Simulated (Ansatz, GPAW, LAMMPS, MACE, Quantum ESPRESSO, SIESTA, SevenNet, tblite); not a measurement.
## Liquid 67SiO2-18Na2O-15SrO (mol %) at 2550 K (111 atoms): runs against a plane-wave reference

Density of this cell: 2.13 g/cm³. The cell holds 111 atoms: 26 Si, 14 Na, 6 Sr and 65 O. Cell: a = 12.686 Å, b = 12.686 Å, c = 12.686 Å, α = 90.0°, β = 90.0°, γ = 90.0°. 111 atoms (26 Si, 14 Na, 6 Sr, 65 O) placed at random at 2.73 g/cm³, melted at 4000 K for 10 ps at fixed volume with the Morse and Coulomb pair potential with partial charges (Pedone, Malavasi, Menziani, Cormack and Segre, J. Phys. Chem. B 110, 11780 (2006)). Snapshot at the end of a hold of 10 ps at 2550 K and zero pressure.

Geometry: as built.

The reference, a calculation:

* method: Kohn-Sham DFT, PBE, SSSP efficiency 1.3.0 pseudopotentials, plane waves (Quantum ESPRESSO 7.5); sssp-pbe-1.3.0-efficiency, cutoffs 60/480 Ry, Γ point
* r.m.s. force component: 2.701 eV/Å
* longest force: 15.63 eV/Å
* pressure: 1.902 GPa
* time: 34 min on 1 thread of Arm Neoverse V2, shared host
* CPU time: 34 min

**Question.** The same geometry is run in other programs. How far does each lie from the reference, and what does it cost?
- tblite GFN1-xTB (tblite 0.8.0; 1 thread)
- SevenNet l3i5 potential (SevenNet l3i5; 1 thread)
- SIESTA PBE, SZ, shift 0.02 Ry, mesh 500 Ry (SIESTA 5.4.2; 1 thread)
- SevenNet 0 potential (SevenNet 0; 1 thread)
- GPAW PBE, LCAO dzp, h 0.18 Å (GPAW 26.7.0; 2 MPI ranks)
- MACE MP-0b2 small potential (MACE MP-0b2 small; 1 thread)

Differences are against the plane-wave reference, forces as r.m.s. over components; share is that over the reference's r.m.s. force, slope the least-squares factor from reference forces to these. Total energies of different programs have different zeros and aren't compared.

```csv
run,"Δ force, r.m.s. (meV/Å)",share (%),slope,Δ pressure (GPa),cores,CPU time,memory (GiB)
reference,-,-,-,-,1,34 min,6.7
tblite GFN1-xTB,632,23.4,0.942,-4.72,1,6.7 s,0.15
SevenNet l3i5 potential,137,5.09,0.984,-0.0764,1,9.2 s,1.5
"SIESTA PBE, SZ, shift 0.02 Ry, mesh 500 Ry (coarse)",1179,43.7,1.286,6.88,1,2.9 min,1.2
SevenNet 0 potential,195,7.24,0.973,-0.261,1,7 s,0.93
"GPAW PBE, LCAO dzp, h 0.18 Å",403,14.9,1.095,-,2,13 min,3.3
MACE MP-0b2 small potential,178,6.60,0.971,-0.0787,1,6 s,0.67
```

Rows marked coarse were listed beforehand as settings not expected to be converged; some can still land near the reference.

Times of the machine-learned potentials are mostly Python's start and the loading of weights.

CPU time is summed over cores on a shared host, where runs went side by side, so it is rough. Symmetry, cutoffs, thresholds, outputs and thread counts weren't matched or tuned between programs; memory under MPI is the largest rank's times the ranks.

The PBE run in local orbitals, coarse settings apart, differs by 15 % (GPAW PBE, LCAO dzp, h 0.18 Å); basis, grid and potentials can all enter. Tight binding differs by 23 % (tblite GFN1-xTB); it is another model, with fitted parameters of its own, and the xTB methods hold dispersion. Machine-learned potentials differ by 5.1 % (SevenNet l3i5 potential) to 7.2 % (SevenNet 0 potential); they were trained on other programs' data. Runs with settings chosen to be coarse differ by 44 % (SIESTA PBE, SZ, shift 0.02 Ry, mesh 500 Ry), their programs' other errors included. Periodic xTB results under one method name differ between programs and library versions. Machine-learned potentials mimic data converged in k, so the reference's own k-point error enters their differences. The network of bonds at the start is that of the classical potential that made the cell, and needn't be the one that DFT or experiment would give. The electronic-structure runs sample only Γ, in a cell whose shortest periodic width is 13 Å.

[Logs are printed without paths, hosts, clocks, repeated set-up lines and the standing remarks that a program may print on its own settings, such as how far it seeks lower states.]

[Hosts, paths, dates, database ids (printed as entryN), source tags and the programs' standing remarks are cut or masked in the printed files.]
